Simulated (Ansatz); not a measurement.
**Lattice dynamics of SnSe2 monolayer (2H)**

Wanted: phonon frequencies of SnSe2 monolayer (2H) and what follows from them.

Main program and level: Ansatz 0.2.0; DFT PBE, scalar-relativistic, plane waves, PAW; PAW set soft_1.

## (1) Set-up

The cell holds 3 atoms: 1 Sn and 2 Se. Cell: a = 3.800 Å, b = 3.800 Å, c = 20.000 Å, α = 90.0°, β = 90.0°, γ = 120.0°. It derives from SnSe2. Vacuum lies along c.

## (2) Rough relaxation

The start is far from rest, so a relaxation with loose tolerances brings it close first.

The program solves this slab on a cell height of its own, 30.5 Å, in place of the one typed.

The input, input.yaml:

```yaml
crystal:
  lattice:
    - [3.8, 0.0, 0.0]
    - [-1.9, 3.2909, 0.0]
    - [0.0, 0.0, 20.0]
  atoms:
    - { symbol: Sn, position: [0.333333, 0.666667, 0.5] }
    - { symbol: Se, position: [0.666667, 0.333333, 0.58325] }
    - { symbol: Se, position: [0.666667, 0.333333, 0.41675] }
  periodic: [true, true, false]
kpoints:
  mp_grid: { grid: [6, 6, 1] }
hamiltonian:
  xc: pbe
  pseudopotentials: { kind: paw, azcp: { folder: soft_1 } }
scf:
  occupations: { method: gaussian, width: 0.1 }
output:
  forces: true
  stress: true
  eigenvalues: true
relax:
  adjacent_minimum: "off"
  f_tol: 0.05
  max_steps: 80
  cell: { stress_2d_tol: 0.02 }
```

On the command line:

```bash
$ ansatz run input.yaml --threads 4 --pin off --max-ram 16384MiB --backend cpu --events-out ev --progress --plain --runs-dir out
```

Numbers of over 12 decimals in the logs are rounded to 6 here.

The log of the run:

```text
[...]
F+E_penalty+E_count = -16962.68107776 eV   max|allowed force component| = 1.596e-3 eV/Å   (the final SCF, on the basis selected at the relaxed cell)
  cell:  # Å, volume = 379.3053 Å³
    - [3.791964, 0.0, 0.0]
    - [-1.895982, 3.283937, 0.0]
    - [0.0, 0.0, 30.46]
  atoms:
    - { symbol: Sn, position: [0.333333, 0.666667, 0.328299] }
    - { symbol: Se, position: [0.666667, 0.333333, 0.385109] }
    - { symbol: Se, position: [0.666667, 0.333333, 0.271490] }
[key lines of the parts left out:]
SCF converged after 6 iterations
Free energy (F): -16962.681078 eV
Fermi energy:    -5.659305 eV
P = ½ c Tr σ = 0.0108 N/m
```

It took 15 s on 4 threads of Arm Neoverse V1, shared host; peak memory 0.67 GiB.

Step by step:

```tsv
step	energy less that of the first step (eV)	largest force component (eV/Å)	volume (Å³)
1	0.0000	0.7876	380.92
2	0.0931	1.0864	373.97
3	-0.0458	0.1495	378.46
4	-0.0481	0.0250	379.03
5	-0.0482	0.0016	379.31
6*	-0.0482	0.0016	379.31
```

Relaxation steps marked * repeat the geometry before them on a plane-wave basis chosen anew for their cell, so energy and pressure can jump there. Relaxation step 2 was tried and not accepted.

The run keeps the 12 symmetry operations that it works with, so distortions that break them were not tested.

```tsv
cell as run	before	after	change
a (Å)	3.800	3.792	-0.2 %
b (Å)	3.800	3.792	-0.2 %
```

The atoms that moved most (Å, along periodic axes as changes of fractional coordinates times the final cell, across vacuum about the mean position):

```tsv
atom	dx	dy	dz	length
Se2	0.000	0.000	0.065	0.065
Se3	0.000	0.000	-0.065	0.065
```

Final coordinates:

```
Sn Se
1.0
     3.79196    0.00000    0.00000
    -1.89598    3.28394    0.00000
     0.00000    0.00000   30.46000
Sn Se
1 2
Direct
  0.33333 0.66667 0.32830
  0.66667 0.33333 0.38511
  0.66667 0.33333 0.27149
```

Numbers from this step:

```
gap on the k-mesh : 0 eV
area per atom     : 4.151 Å²
```

The relaxation ends with a largest force component of 0.0016 eV/Å.

## (3) Bringing the structure to rest

The cell and atoms are relaxed, since residual forces and stress would shift the frequencies.

The input, input.yaml:

```yaml
crystal:
  lattice:
    - [3.7919640749, 0.0, 0.0]
    - [-1.8959820374, 3.2839372191, 0.0]
    - [0.0, 0.0, 30.46]
  atoms:
    - { symbol: Sn, position: [0.3333333333, 0.6666666667, 0.3282994091] }
    - { symbol: Se, position: [0.6666666667, 0.3333333333, 0.3851090976] }
    - { symbol: Se, position: [0.6666666667, 0.3333333333, 0.2714897205] }
  periodic: [true, true, false]
kpoints:
  mp_grid: { grid: [12, 12, 1] }
hamiltonian:
  xc: pbe
  pseudopotentials: { kind: paw, azcp: { folder: soft_1 } }
scf:
  occupations: { method: gaussian, width: 0.1 }
output:
  forces: true
  stress: true
  eigenvalues: true
  write_density: true
  write_potential: true
  elf: true
  volumetric_format: npy
relax:
  adjacent_minimum: "off"
  f_tol: 0.005
  max_steps: 80
  cell: { stress_2d_tol: 0.02 }
```

The log of the run:

```text
[...]
Crystal: 3 atoms, lattice volume = 379.305 Å³
Basis set: ecut = 420 eV, 7433 PW (Γ), exchange–correlation on 54×54×432 points (8 copies of the dense FFT grid, shifted against one another)
Bands: 28, of which v1, the nominal top of the filled ones, is band 23 counted from 1 (22 counted from 0)
Symmetry: 12 space group operations
[...]
k-points: 19 of 144 (time reversal used)
[...]
SCF iter   8: F=-16962.695589 eV  HF=-16962.695589 eV  |F-HF|=1.96e-8  |Δ(HF+E_count)|=   2.45e-7  Δρ=1.62e-6  dr2=6.76e-9  ethr=2.17e-10  ⟨swp⟩=23.2  Hψ=5151  notcnv=0
SCF 1 converged in 8 iterations: F = -16962.695589 eV  dr2 = 6.76e-9
[...]
relax step   1: F+E_penalty+E_count = -16962.69558903 eV  Δ(F+E_penalty+E_count) = +0.000e0 eV  max|allowed force component| = 5.370e-2 eV/Å  Δτ_max = 0.0000 Å  P = +0.025 N/m  Ω = 379.305 Å³  fix = [c, alpha, beta]  reactions: c +0.000 N/m  (8 SCF iters, dr2 threshold 1.00e-7 eV, accepted)
Crystal: 3 atoms, lattice volume = 380.759 Å³
Basis set: ecut = 420 eV, 7469 PW (Γ), exchange–correlation on 54×54×432 points (8 copies of the dense FFT grid, shifted against one another)
[...]
SCF iter   5: F=-16962.693850 eV  HF=-16962.693850 eV  |F-HF|=1.37e-7  |Δ(HF+E_count)|=   1.15e-7  Δρ=4.00e-6  dr2=1.71e-7  ethr=3.92e-10  ⟨swp⟩=20.2  Hψ=5684  notcnv=0
SCF 2 converged in 5 iterations: F = -16962.693850 eV  dr2 = 1.71e-7
  Residual-converged pass: ⟨swp⟩=1.1  Hψ=610  notcnv=0  max |occ|·‖R‖ = 7.1e-9 eV (tolerance 1.0e-8 eV)  dr2=1.71e-7  dr2_onsite=1.97e-8  max |Δocc| = 2.9e-10
[...]
relax step   2: F+E_penalty+E_count = -16962.69385010 eV  Δ(F+E_penalty+E_count) = +1.739e-3 eV  max|allowed force component| = 1.499e-1 eV/Å  Δτ_max = 0.0182 Å  P = -0.037 N/m  Ω = 380.759 Å³  energy of the carried Pulay correction = -1.853e-5 eV  fix = [c, alpha, beta]  (5 SCF iters, dr2 threshold 1.80e-7 eV, rejected (line search))
Crystal: 3 atoms, lattice volume = 379.722 Å³
Basis set: ecut = 420 eV, 7445 PW (Γ), exchange–correlation on 54×54×432 points (8 copies of the dense FFT grid, shifted against one another)
[...]
SCF iter   9: F=-16962.695863 eV  HF=-16962.695863 eV  |F-HF|=6.55e-11  |Δ(HF+E_count)|=  7.64e-11  Δρ=8.97e-9  dr2=4.45e-13  ethr=1.00e-12  ⟨swp⟩=13.0  Hψ=3306  notcnv=0
SCF 3 converged in 9 iterations: F = -16962.695863 eV  dr2 = 4.45e-13
relax step   3: F+E_penalty+E_count = -16962.69586313 eV  Δ(F+E_penalty+E_count) = -2.741e-4 eV  max|allowed force component| = 1.153e-3 eV/Å  Δτ_max = 0.0048 Å  P = +0.005 N/m  Ω = 379.722 Å³  energy of the carried Pulay correction = -5.321e-6 eV  fix = [c, alpha, beta]  reactions: c +0.000 N/m  (9 SCF iters, accepted)
[...]
SCF iter   7: F=-16962.695868 eV  HF=-16962.695868 eV  |F-HF|=6.91e-11  |Δ(HF+E_count)|=   2.95e-9  Δρ=4.38e-9  dr2=8.82e-14  ethr=1.00e-12  ⟨swp⟩=14.0  Hψ=3503  notcnv=0
SCF 4 converged in 7 iterations: F = -16962.695868 eV  dr2 = 8.82e-14
relax step   4: F+E_penalty+E_count = -16962.69586832 eV  Δ(F+E_penalty+E_count) = -5.190e-6 eV  max|allowed force component| = 1.155e-3 eV/Å  Δτ_max = 0.0000 Å  P = +0.005 N/m  Ω = 379.722 Å³  fix = [c, alpha, beta]  reactions: c +0.000 N/m  stress off target by 4.58e-3 N/m on what of the cell is left free  SCF on the basis re-selected at this cell (its energy is not comparable with the rows above)  (7 SCF iters)
basis re-selected at this cell: Δ(F+E_penalty+E_count) = -5.190e-6 eV, ΔP = +0.000 N/m vs the last step (what re-selecting the basis moved, of the pressure what is left beyond the Pulay correction that the steps carried, after the strain that the cell walked since its last selection, with what the two solves' SCF thresholds leave and, on support functions, any second-order correction that the steps lacked; it is no m [...]
SCF converged after 7 iterations
Free energy (F): -16962.695868 eV
[...]
Internal energy: -16962.692426 eV  (E = F + TS)
E sigma→0 (E₀):  -16962.694147 eV
Entropy (-TS):   -0.003442 eV (-1.147 meV/atom)
Fermi energy:    -5.630364 eV
[...]
--- Forces (eV/Å), atoms counted from 1 ---
  atom   1  Sn     0.00000000     0.00000000     0.00000000
  atom   2  Se    -0.00000000    -0.00000000    -0.00115522
  atom   3  Se    -0.00000000    -0.00000000     0.00115522
  max |Σ_I F_I| component: 8.89e-18 eV/Å
--- 2D stress c σ (N/m, compression-positive) ---
        0.004575       0.000000       0.000000
        0.000000       0.004575       0.000000
        0.000000       0.000000       0.000000
  P = ½ c Tr σ = 0.0046 N/m
--- Band table (eV; the first three rows and the last of 19) ---
  k-point 0: bands = [... 19 lower, -6.4583, -6.4583, -5.6537, -5.6537, -5.1505, -2.1117, -1.5606, -1.5606, ... 1 higher]
  k-point 1: bands = [... 19 lower, -7.1112, -6.5932, -6.0570, -5.7086, -4.6848, -1.8717 (-1.8717°), -1.7100 (-1.7100°), -1.4120, ... 1 higher]
  k-point 2: bands = [... 19 lower, -7.4920, -6.9200, -6.6825, -5.8517, -4.3386, -2.3347, -1.0976 (-1.0976°), -1.0451, ... 1 higher]
  k-point 18: bands = [... 19 lower, -9.2774, -8.9905, -7.9516, -5.9867, -4.8201, -3.2368, 0.0239, 0.1387, ... 1 higher]
  ° read free of the cell's end (the report's vacuum.weakly_bound_levels)
--- Relaxed structure (3 steps of the walk, 2 accepted, 1 SCFs on fresh bases) ---
[...]
cell:  # Å, volume = 379.7224 Å³
    - [3.794048, -2.888343300538043e-11, 0.0]
    - [-1.897024, 3.285742, 0.0]
    - [0.0, 0.0, 30.46]
  atoms:
    - { symbol: Sn, position: [0.333333, 0.666667, 0.328299] }
    - { symbol: Se, position: [0.666667, 0.333333, 0.384950] }
    - { symbol: Se, position: [0.666667, 0.333333, 0.271649] }
```

It took 33 s on 4 threads; peak memory 0.74 GiB; 1.9 min of CPU time.

Little changed from the start: no atom moved by 0.005 Å and no cell edge by 0.1 %.

Numbers from this step:

| Property | Result |
| --- | --- |
| gap on the k-mesh | 0.02421 eV |
| direct gap on mesh | 0.5032 eV |
| area per atom | 4.155 Å² |

ELF in the ac plane at fractional y = 0.333, with atoms of Se within 0.2 Å of it. It is the smooth field of the valence electrons, not physical close to the nuclei.

Ten even steps from '0' (0.00) to '9' (0.79), each cell a mean:
```
00000000000000
00000000000000
00000000000000
00000000000000
00000000000000
00000000000000
00000000000000
00000000000000
00000000000000
00000000000000
00000000000000
00000000000000
00000001111110
20001478999876
62115899655899
43334566656666
43334566555665
63115899645899
30002579999986
00000011222110
00000000000000
00000000000000
00000000000000
00000000000000
```
Columns run along a (3.8 Å), rows up along c (30.5 Å). Atoms in or near the plane, at fractional coordinates: Se at (0.67, 0.38), Se at (0.67, 0.27).

Valence density in the ac plane at fractional y = 0.333, with atoms of Se within 0.2 Å of it. It is the smooth field of the valence electrons, not physical close to the nuclei.

Ten steps, logarithmic in the rise over the least value, from '0' (0 e/Å³) to '9' (22 e/Å³), each cell a mean:
```
00000000000000
00000000000000
00000000000000
00000000000000
00000000000000
00000000000000
00000000000000
00000000000000
00000000000000
00000000000000
00000000000000
00000000000000
00000000000000
00000000111100
10001124899532
11111122343221
11111112232211
10001134899632
00000001111100
00000000000000
00000000000000
00000000000000
00000000000000
00000000000000
```
Columns run along a (3.8 Å), rows up along c (30.5 Å). Atoms in or near the plane, at fractional coordinates: Se at (0.67, 0.38), Se at (0.67, 0.27).

Electrostatic potential energy in the ac plane at fractional y = 0.333, with atoms of Se within 0.2 Å of it. With pseudopotentials it is smooth inside the atoms' cores, unlike the true potential.

Ten even steps from '0' (-17 eV) to '9' (0 eV), each cell a mean:
```
99999999999999
99999999999999
99999999999999
99999999999999
99999999999999
99999999999999
99999999999999
99999999999999
99999999999999
99999999999999
99999999999999
99999999999999
99999999999999
99999998877899
78988610465104
65455654333456
54445665444456
78888610465004
99999988766789
99999999999999
99999999999999
99999999999999
99999999999999
99999999999999
```
Columns run along a (3.8 Å; values clipped at the 3rd and 97th percentile), rows up along c (30.5 Å). Atoms in or near the plane, at fractional coordinates: Se at (0.67, 0.38), Se at (0.67, 0.27).

## (4) Tight relaxation

Phonons need a cell at rest on their own settings, so the relaxation is repeated with tight tolerances on forces and stress on the k mesh and occupations of the first response run.

input.yaml, the sections that differ from step 3:

```yaml
crystal:
  lattice:
    - [3.7940480724, 0.0, 0.0]
    - [-1.8970240362, 3.2857420139, 0.0]
    - [0.0, 0.0, 30.46]
  atoms:
    - { symbol: Sn, position: [0.3333333333, 0.6666666667, 0.3282994091] }
    - { symbol: Se, position: [0.6666666667, 0.3333333333, 0.3849499094] }
    - { symbol: Se, position: [0.6666666667, 0.3333333333, 0.2716489088] }
  periodic: [true, true, false]
relax:
  adjacent_minimum: "off"
  f_tol: 0.001
  max_steps: 60
  cell: { stress_2d_tol: 0.002 }
# kpoints, hamiltonian, scf, output: as in step 3
```

The log of the run:

```text
[...]
Crystal: 3 atoms, lattice volume = 379.722 Å³
Basis set: ecut = 420 eV, 7445 PW (Γ), exchange–correlation on 54×54×432 points (8 copies of the dense FFT grid, shifted against one another)
Bands: 28, of which v1, the nominal top of the filled ones, is band 23 counted from 1 (22 counted from 0)
Symmetry: 12 space group operations
[...]
° read free of the cell's end (the report's vacuum.weakly_bound_levels)
--- Relaxed structure (3 steps of the walk, 2 accepted, 1 SCFs on fresh bases) ---
[...]
cell:  # Å, volume = 379.7518 Å³
    - [3.794195, 0, 0]
    - [-1.897097, 3.285869, 0]
    - [0, 0, 30.46]
  atoms:
    - { symbol: Sn, position: [0.333333, 0.666667, 0.328299] }
    - { symbol: Se, position: [0.666667, 0.333333, 0.384945] }
    - { symbol: Se, position: [0.666667, 0.333333, 0.271654] }
[key lines of the parts left out:]
SCF converged after 10 iterations
Free energy (F): -16962.695869 eV
Fermi energy:    -5.630714 eV
P = ½ c Tr σ = 0.0019 N/m
```

It took 28 s on 4 threads; peak memory 0.73 GiB.

Little changed from the start: no atom moved by 0.005 Å and no cell edge by 0.1 %.

This step gave:

- gap on the k-mesh: 0.02475 eV
- direct gap on mesh: 0.5030 eV
- area per atom: 4.156 Å²

Electrostatic potential energy in the ac plane at fractional y = 0.333, with atoms of Se within 0.2 Å of it. With pseudopotentials it is smooth inside the atoms' cores, unlike the true potential.

Values in eV, 24 rows by 14 columns, each cell a mean:
```
  0   0   0   0   0   0   0   0   0   0   0   0   0   0
  0   0   0   0   0   0   0   0   0   0   0   0   0   0
  0   0   0   0   0   0   0   0   0   0   0   0   0   0
  0   0   0   0   0   0   0   0   0   0   0   0   0   0
  0   0   0   0   0   0   0   0   0   0   0   0   0   0
  0   0   0   0   0   0   0   0   0   0   0   0   0   0
  0   0   0   0   0   0   0   0   0   0   0   0   0   0
  0   0   0   0   0   0   0   0   0   0   0   0   0   0
  0   0   0   0   0   0   0   0   0   0   0   0   0   0
  0   0   0   0   0   0   0   0   0   0   0   0   0   0
  0   0   0   0   0   0   0   0   0   0   0   0   0   0
  0   0   0   0   0   0   0   0   0   0   0   0   0   0
  0   0   0   0   0   0   0   0   0   0   0   0   0   0
 -1   0   0   0  -1  -1  -1  -2  -3  -4  -4  -3  -2  -1
 -4  -2  -2  -2  -3  -7 -14 -17 -10  -6  -7 -15 -16 -10
 -7  -8  -9  -9  -7  -6  -8 -10 -11 -11 -11 -10  -8  -7
 -7  -9 -10 -10  -8  -7  -7  -8 -10 -10 -10  -9  -7  -6
 -4  -2  -2  -2  -3  -7 -15 -17 -10  -6  -7 -16 -17 -10
 -1  -1   0   0  -1  -1  -2  -3  -5  -6  -5  -4  -2  -1
  0   0   0   0   0   0   0   0   0   0   0   0   0   0
  0   0   0   0   0   0   0   0   0   0   0   0   0   0
  0   0   0   0   0   0   0   0   0   0   0   0   0   0
  0   0   0   0   0   0   0   0   0   0   0   0   0   0
  0   0   0   0   0   0   0   0   0   0   0   0   0   0
```
Columns run along a (3.8 Å; values clipped at the 3rd and 97th percentile), rows up along c (30.5 Å). Atoms in or near the plane, at fractional coordinates: Se at (0.67, 0.38), Se at (0.67, 0.27).

Valence density in the ac plane at fractional y = 0.333, with atoms of Se within 0.2 Å of it. It is the smooth field of the valence electrons, not physical close to the nuclei.

Values in e/Å³, 24 rows by 14 columns, each cell a mean:
```
 0  0  0  0  0  0  0  0  0  0  0  0  0  0
 0  0  0  0  0  0  0  0  0  0  0  0  0  0
 0  0  0  0  0  0  0  0  0  0  0  0  0  0
 0  0  0  0  0  0  0  0  0  0  0  0  0  0
 0  0  0  0  0  0  0  0  0  0  0  0  0  0
 0  0  0  0  0  0  0  0  0  0  0  0  0  0
 0  0  0  0  0  0  0  0  0  0  0  0  0  0
 0  0  0  0  0  0  0  0  0  0  0  0  0  0
 0  0  0  0  0  0  0  0  0  0  0  0  0  0
 0  0  0  0  0  0  0  0  0  0  0  0  0  0
 0  0  0  0  0  0  0  0  0  0  0  0  0  0
 0  0  0  0  0  0  0  0  0  0  0  0  0  0
 0  0  0  0  0  0  0  0  0  0  0  0  0  0
 0  0  0  0  0  0  0  0  0  0  0  0  0  0
 0  0  0  0  0  0  1  2  9 21 15  3  1  0
 0  0  0  0  0  0  0  0  1  1  1  1  0  0
 0  0  0  0  0  0  0  0  1  1  1  0  0  0
 0  0  0  0  0  0  1  2 10 22 15  3  1  0
 0  0  0  0  0  0  0  0  0  0  0  0  0  0
 0  0  0  0  0  0  0  0  0  0  0  0  0  0
 0  0  0  0  0  0  0  0  0  0  0  0  0  0
 0  0  0  0  0  0  0  0  0  0  0  0  0  0
 0  0  0  0  0  0  0  0  0  0  0  0  0  0
 0  0  0  0  0  0  0  0  0  0  0  0  0  0
```
Columns run along a (3.8 Å), rows up along c (30.5 Å). Atoms in or near the plane, at fractional coordinates: Se at (0.67, 0.38), Se at (0.67, 0.27).

ELF in the ac plane at fractional y = 0.333, with atoms of Se within 0.2 Å of it. It is the smooth field of the valence electrons, not physical close to the nuclei.

Ten even steps from '_' (0.00) to '@' (0.79), each cell a mean:
```
____________________________
____________________________
____________________________
____________________________
____________________________
____________________________
____________________________
____________________________
____________________________
____________________________
____________________________
____________________________
______________............__
::______..==##%%@@@@@@%%##**
**::....++%%@@@@**++++%%@@@@
==------==++******++********
==------==++****++++++****++
**--....++%%@@@@**==++%%@@@@
--______::++##@@@@@@@@@@%%**
____________....::::::....__
____________________________
____________________________
____________________________
____________________________
```
Columns run along a (3.8 Å), rows up along c (30.5 Å). Atoms in or near the plane, at fractional coordinates: Se at (0.67, 0.38), Se at (0.67, 0.27).

The largest force component left is 0.28 meV/Å, within the tolerances set.

(Part 1 of 2 ends here.)

[Logs are printed without paths, hosts, clocks, repeated set-up lines and the standing remarks that a program may print on its own settings, such as how far it seeks lower states.]

[Hosts, paths, dates, database ids (printed as entryN), source tags and the programs' standing remarks are cut or masked in the printed files.]
